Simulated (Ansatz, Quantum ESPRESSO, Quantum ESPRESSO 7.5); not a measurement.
**From contact to tunnelling: a In chain with one bond drawn out**

Wanted: T at the Fermi level along a series, and its decay constant, for a In chain with one bond drawn out.

Method: plane-wave DFT, LDA, GBRV ultrasoft pseudopotentials (cross-check by Ansatz 0.2.0 with PAW datasets), in Quantum ESPRESSO 7.5.

**1. The system as given**

The cell holds 10 atoms: 10 In. Cell: a = 7.500 Å, b = 7.500 Å, c = 30.000 Å, α = 90.0°, β = 90.0°, γ = 90.0°. Regions: left lead, 5 atoms (5 In); right lead, 5 atoms (5 In). Vacuum lies along a and b. The structure is stacked, and the current runs, along c.

Coordinates:

```cif
data_structure
_symmetry_space_group_name_H-M 'P 1'
_symmetry_Int_Tables_number 1
_cell_length_a 7.5000
_cell_length_b 7.5000
_cell_length_c 30.0000
_cell_angle_alpha 90.000
_cell_angle_beta 90.000
_cell_angle_gamma 90.000
_cell_volume 1687.50
loop_
_atom_site_label
_atom_site_type_symbol
_atom_site_fract_x
_atom_site_fract_y
_atom_site_fract_z
_atom_site_occupancy
In1 In 0.50000 0.50000 0.00000 1
In2 In 0.50000 0.50000 0.09833 1
In3 In 0.50000 0.50000 0.19667 1
In4 In 0.50000 0.50000 0.29500 1
In5 In 0.50000 0.50000 0.39333 1
In6 In 0.50000 0.50000 0.50833 1
In7 In 0.50000 0.50000 0.60667 1
In8 In 0.50000 0.50000 0.70500 1
In9 In 0.50000 0.50000 0.80333 1
In10 In 0.50000 0.50000 0.90167 1
```

**2. SCF with pw.x, 0.5 Å**

One periodic cell holds a lead period, the junction and more lead; the atoms stay as built.

j0.scf.in reads:

```
&control
  prefix = 'j0.scf'
  outdir = './out'
  pseudo_dir = './pseudo'
  calculation = 'scf'
  tprnfor = .true.
/
&system
  ibrav = 0
  nat = 10
  ntyp = 1
  ecutwfc = 34
  ecutrho = 170
  occupations = 'smearing'
  smearing = 'mv'
  degauss = 0.01
/
&electrons
  conv_thr = 1e-07
  mixing_beta = 0.25
  electron_maxstep = 120
  mixing_mode = 'local-TF'
/
ATOMIC_SPECIES
  In  114.8180  in_lda_v1.4.uspp.F.UPF
CELL_PARAMETERS angstrom
  7.50000000000000 0.00000000000000 0.00000000000000
  0.00000000000000 7.50000000000000 0.00000000000000
  0.00000000000000 0.00000000000000 30.00000000000000
ATOMIC_POSITIONS crystal
  In  0.500000000000 0.500000000000 0.000000000000
  In  0.500000000000 0.500000000000 0.098333333333
  In  0.500000000000 0.500000000000 0.196666666667
  In  0.500000000000 0.500000000000 0.295000000000
  In  0.500000000000 0.500000000000 0.393333333333
  In  0.500000000000 0.500000000000 0.508333333333
  In  0.500000000000 0.500000000000 0.606666666667
  In  0.500000000000 0.500000000000 0.705000000000
  In  0.500000000000 0.500000000000 0.803333333333
  In  0.500000000000 0.500000000000 0.901666666667
K_POINTS automatic
  1 1 3 0 0 0
```

On the command line:

```bash
$ OMP_NUM_THREADS=1 mpirun -n 4 pw.x -nk 1 -in j0.scf.in > j0.scf.out
```

What it wrote:

```text
Program PWSCF v.7.5 starts

     Parallel version (MPI & OpenMP), running on       4 processor cores
     Number of MPI processes:                 4
     Threads/MPI process:                     1

     MPI processes distributed on     1 nodes

     Current dimensions of program PWSCF are:
     Max number of different atomic species (ntypx) = 10
     Max number of k-points (npk) =  40000
     Max angular momentum in pseudopotentials (lmaxx) =  4
     Message from routine setup:
     using ibrav=0 with symmetry is DISCOURAGED, use correct ibrav instead

     R & G space division:  proc/nbgrp/npool/nimage =       4
     Subspace diagonalization in iterative solution of the eigenvalue problem:
     a serial algorithm will be used

     Parallelization info
     --------------------
     sticks:   dense  smooth     PW     G-vecs:    dense   smooth      PW
     Min         677     544    138               106465    76226    9708
     Max         678     545    139               106488    76239    9719
     Sum        2709    2177    553               425887   304923   38857

     Using Slab Decomposition

     bravais-lattice index     =            0
     lattice parameter (alat)  =      14.1729  a.u.
     unit-cell volume          =   11387.8145 (a.u.)^3
     number of atoms/cell      =           10
     number of atomic types    =            1
     number of electrons       =       130.00
     number of Kohn-Sham states=           78
     kinetic-energy cutoff     =      34.0000  Ry
     charge density cutoff     =     170.0000  Ry
     scf convergence threshold =      1.0E-07
     mixing beta               =       0.2500
     number of iterations used =            8  local-TF  mixing
     Exchange-correlation=  SLA  PZ   NOGX NOGC
                           (   1   1   0   0   0   0   0)

     celldm(1)=  14.172946  celldm(2)=   0.000000  celldm(3)=   0.000000
     celldm(4)=   0.000000  celldm(5)=   0.000000  celldm(6)=   0.000000

     crystal axes: (cart. coord. in units of alat)
               a(1) = (   1.000000   0.000000   0.000000 )
               a(2) = (   0.000000   1.000000   0.000000 )
               a(3) = (   0.000000   0.000000   4.000000 )

     reciprocal axes: (cart. coord. in units 2 pi/alat)
               b(1) = (  1.000000  0.000000  0.000000 )
               b(2) = (  0.000000  1.000000  0.000000 )
               b(3) = (  0.000000  0.000000  0.250000 )

     PseudoPot. # 1 for In read from file:
     ./pseudo/in_lda_v1.4.uspp.F.UPF
     Pseudo is Ultrasoft + core correction, Zval = 13.0
     Generated by new atomic code, or converted to UPF format
     Using radial grid of  889 points,  6 beta functions with:
                l(1) =   0
                l(2) =   0
                l(3) =   1
                l(4) =   1
                l(5) =   2
                l(6) =   2
     Q(r) pseudized with  6 coefficients,  rinner =    1.400   1.400   1.400
                                                       1.400   1.400

     atomic species   valence    mass     pseudopotential
     In               13.00   114.81800     In( 1.00)

      8 Sym. Ops. (no inversion) found

   Cartesian axes

     site n.     atom                  positions (alat units)
         1        In     tau(   1) = (   0.5000000   0.5000000   0.0000000  )
         2        In     tau(   2) = (   0.5000000   0.5000000   0.3933333  )
         3        In     tau(   3) = (   0.5000000   0.5000000   0.7866667  )
         4        In     tau(   4) = (   0.5000000   0.5000000   1.1800000  )
         5        In     tau(   5) = (   0.5000000   0.5000000   1.5733333  )
         6        In     tau(   6) = (   0.5000000   0.5000000   2.0333333  )
         7        In     tau(   7) = (   0.5000000   0.5000000   2.4266667  )
         8        In     tau(   8) = (   0.5000000   0.5000000   2.8200000  )
         9        In     tau(   9) = (   0.5000000   0.5000000   3.2133333  )
        10        In     tau(  10) = (   0.5000000   0.5000000   3.6066667  )

     number of k points=     2  Marzari-Vanderbilt smearing, width (Ry)=  0.0100
                       cart. coord. in units 2pi/alat
        k(    1) = (   0.0000000   0.0000000   0.0000000), wk =   0.6666667
        k(    2) = (   0.0000000   0.0000000   0.0833333), wk =   1.3333333

     Dense  grid:   425887 G-vectors     FFT dimensions: (  60,  60, 240)

     Smooth grid:   304923 G-vectors     FFT dimensions: (  54,  54, 216)

     Estimated max dynamical RAM per process >     468.71 MB

     Estimated total dynamical RAM >       1.83 GB

     Check: negative core charge=   -0.000001

     Initial potential from superposition of free atoms

     starting charge     115.0000, renormalised to     130.0000

     negative rho (up, down):  1.437E-02 0.000E+00
     Starting wfcs are   90 randomized atomic wfcs

     total cpu time spent up to now is        1.9 secs

     per-process dynamical memory:   125.8 Mb

     Self-consistent Calculation

     iteration #  1     ecut=    34.00 Ry     beta= 0.25
     Davidson diagonalization with overlap
     ethr =  1.00E-02,  avg # of iterations =  3.0

     negative rho (up, down):  4.401E-01 0.000E+00

     total cpu time spent up to now is        8.1 secs

     total energy              =   -1337.95370189 Ry
     estimated scf accuracy    <      52.56422638 Ry

     iteration #  2     ecut=    34.00 Ry     beta= 0.25

     total energy              =   -1325.81239589 Ry
     estimated scf accuracy    <      27.99458472 Ry

     iteration #  3     ecut=    34.00 Ry     beta= 0.25

     total energy              =   -1330.09353866 Ry
     estimated scf accuracy    <       1.83095870 Ry

     iteration #  4     ecut=    34.00 Ry     beta= 0.25

     total energy              =   -1329.98579439 Ry
     estimated scf accuracy    <       0.81582511 Ry

     iteration #  5     ecut=    34.00 Ry     beta= 0.25

     total energy              =   -1329.96294930 Ry
     estimated scf accuracy    <       0.29146912 Ry

     iteration #  6     ecut=    34.00 Ry     beta= 0.25

     total energy              =   -1329.95177475 Ry
     estimated scf accuracy    <       0.07492768 Ry

     iteration #  7     ecut=    34.00 Ry     beta= 0.25

     total energy              =   -1329.87724649 Ry
     estimated scf accuracy    <       0.05404773 Ry

     iteration #  8     ecut=    34.00 Ry     beta= 0.25

     total energy              =   -1329.88212141 Ry
     estimated scf accuracy    <       0.00526221 Ry

     iteration #  9     ecut=    34.00 Ry     beta= 0.25

     total energy              =   -1329.88157838 Ry
     estimated scf accuracy    <       0.00074812 Ry

     iteration # 10     ecut=    34.00 Ry     beta= 0.25

     total energy              =   -1329.88185071 Ry
     estimated scf accuracy    <       0.00028276 Ry

     iteration # 11     ecut=    34.00 Ry     beta= 0.25

     total energy              =   -1329.88162420 Ry
     estimated scf accuracy    <       0.00070915 Ry

     iteration # 12     ecut=    34.00 Ry     beta= 0.25

     total energy              =   -1329.88177807 Ry
     estimated scf accuracy    <       0.00000868 Ry

     iteration # 13     ecut=    34.00 Ry     beta= 0.25

     total energy              =   -1329.88178394 Ry
     estimated scf accuracy    <       0.00000275 Ry

     iteration # 14     ecut=    34.00 Ry     beta= 0.25

     total energy              =   -1329.88178431 Ry
     estimated scf accuracy    <       0.00000161 Ry

     iteration # 15     ecut=    34.00 Ry     beta= 0.25

     End of self-consistent calculation

          k = 0.0000 0.0000 0.0000 ( 38001 PWs)   bands (ev):

   -16.5417 -16.4868 -16.4776 -16.3830 -16.3828 -16.3786 -16.3784 -16.3481
   -16.3481 -16.3470 -16.3153 -16.3153 -16.2699 -16.2681 -16.2681 -16.2197
   -16.2197 -16.1995 -16.1993 -16.1864 -16.1861 -16.1779 -16.1779 -16.1761
   -16.1758 -16.1733 -16.1730 -16.1698 -16.1695 -16.1659 -16.1656 -16.1408
   -16.1407 -16.1406 -16.1405 -16.1290 -16.1290 -16.1257 -16.0825 -16.0825
   -16.0387 -16.0296 -16.0296 -15.9804 -15.9804 -15.9646 -15.9646 -15.9162
   -15.8290 -15.7813  -7.7868  -7.6497  -7.5824  -7.1892  -7.0151  -6.3267
    -6.1006  -5.0815  -4.8199  -3.6953  -2.6317  -1.5340  -1.5340  -1.3655
    -1.3655  -1.3289  -1.3289  -1.0943  -0.9079  -0.8541  -0.8540  -0.7338
    -0.7338   0.0035   0.0035   0.1488   0.1488   1.0399

          k = 0.0000 0.0000 0.0833 ( 38109 PWs)   bands (ev):

   -16.5352 -16.5137 -16.4455 -16.3830 -16.3828 -16.3786 -16.3784 -16.3722
   -16.3481 -16.3481 -16.3155 -16.3155 -16.2673 -16.2673 -16.2452 -16.2215
   -16.2215 -16.1996 -16.1993 -16.1864 -16.1861 -16.1761 -16.1759 -16.1751
   -16.1751 -16.1733 -16.1731 -16.1698 -16.1695 -16.1659 -16.1657 -16.1469
   -16.1408 -16.1407 -16.1406 -16.1405 -16.1318 -16.1318 -16.0807 -16.0807
   -16.0305 -16.0305 -16.0234 -15.9800 -15.9800 -15.9649 -15.9649 -15.9242
   -15.8251 -15.7826  -7.7748  -7.7016  -7.5011  -7.3042  -6.8676  -6.5314
    -5.8540  -5.3923  -4.4778  -3.9422  -2.3257  -1.7027  -1.5145  -1.5145
    -1.4489  -1.4489  -1.2102  -1.2102  -1.0125  -1.0125  -0.5436  -0.5436
    -0.2461  -0.2343  -0.2343   0.4074   0.4074   0.7876

     the Fermi energy is    -1.3883 ev

!    total energy              =   -1329.88178467 Ry
     estimated scf accuracy    <       0.00000009 Ry
     smearing contrib. (-TS)   =      -0.00218845 Ry
     internal energy E=F+TS    =   -1329.87959621 Ry

     The total energy is F=E-TS. E is the sum of the following terms:
     one-electron contribution =   -1421.05008793 Ry
     hartree contribution      =     762.86700048 Ry
     xc contribution           =    -370.03920672 Ry
     ewald contribution        =    -301.65730204 Ry

     convergence has been achieved in  15 iterations

     negative rho (up, down):  6.129E-03 0.000E+00

     Forces acting on atoms (cartesian axes, Ry/au):

     atom    1 type  1   force =     0.00000000    0.00000000    0.00073286
     atom    2 type  1   force =     0.00000000    0.00000000    0.00194593
     atom    3 type  1   force =     0.00000000    0.00000000    0.00174444
     atom    4 type  1   force =     0.00000000    0.00000000   -0.00828542
     atom    5 type  1   force =     0.00000000    0.00000000    0.01330139
     atom    6 type  1   force =     0.00000000    0.00000000   -0.01329451
     atom    7 type  1   force =     0.00000000    0.00000000    0.00829070
     atom    8 type  1   force =     0.00000000    0.00000000   -0.00178098
     atom    9 type  1   force =     0.00000000    0.00000000   -0.00192837
     atom   10 type  1   force =     0.00000000    0.00000000   -0.00072605

     Total force =     0.022491     Total SCF correction =     0.000413

=------------------------------------------------------------------------------=
   JOB DONE.
=------------------------------------------------------------------------------=
```

The job ended after 74 s (4 MPI ranks of Arm Neoverse V2, shared host; peak memory 1.9 GiB).

This step gave:

- free energy: -18093.9635 eV
- Fermi energy: -1.388 eV

The run needed 15 iterations to bring the estimated error under 1e-07 Ry; the largest force on any atom, held or free, is 0.34 eV/Å.

(Continued in part 2 of 5.)

[Long decimals in the printed logs are rounded to 6 places.]

[Repeated lines of the later SCF iterations (solver, time, negative density, dipole) and banner, clock, host and MPI lines are left out of these logs without a mark at each place.]

[Logs are printed without paths, hosts, clocks, repeated set-up lines and the standing remarks that a program may print on its own settings, such as how far it seeks lower states.]

[Hosts, paths, dates, database ids (printed as entryN), source tags and the programs' standing remarks are cut or masked in the printed files.]

[Maps of the electrostatic potential energy from Ansatz leave out the sawtooth potential of an applied field or a dipole correction, so their vacuum need not be flat; planar profiles and work functions include it.]
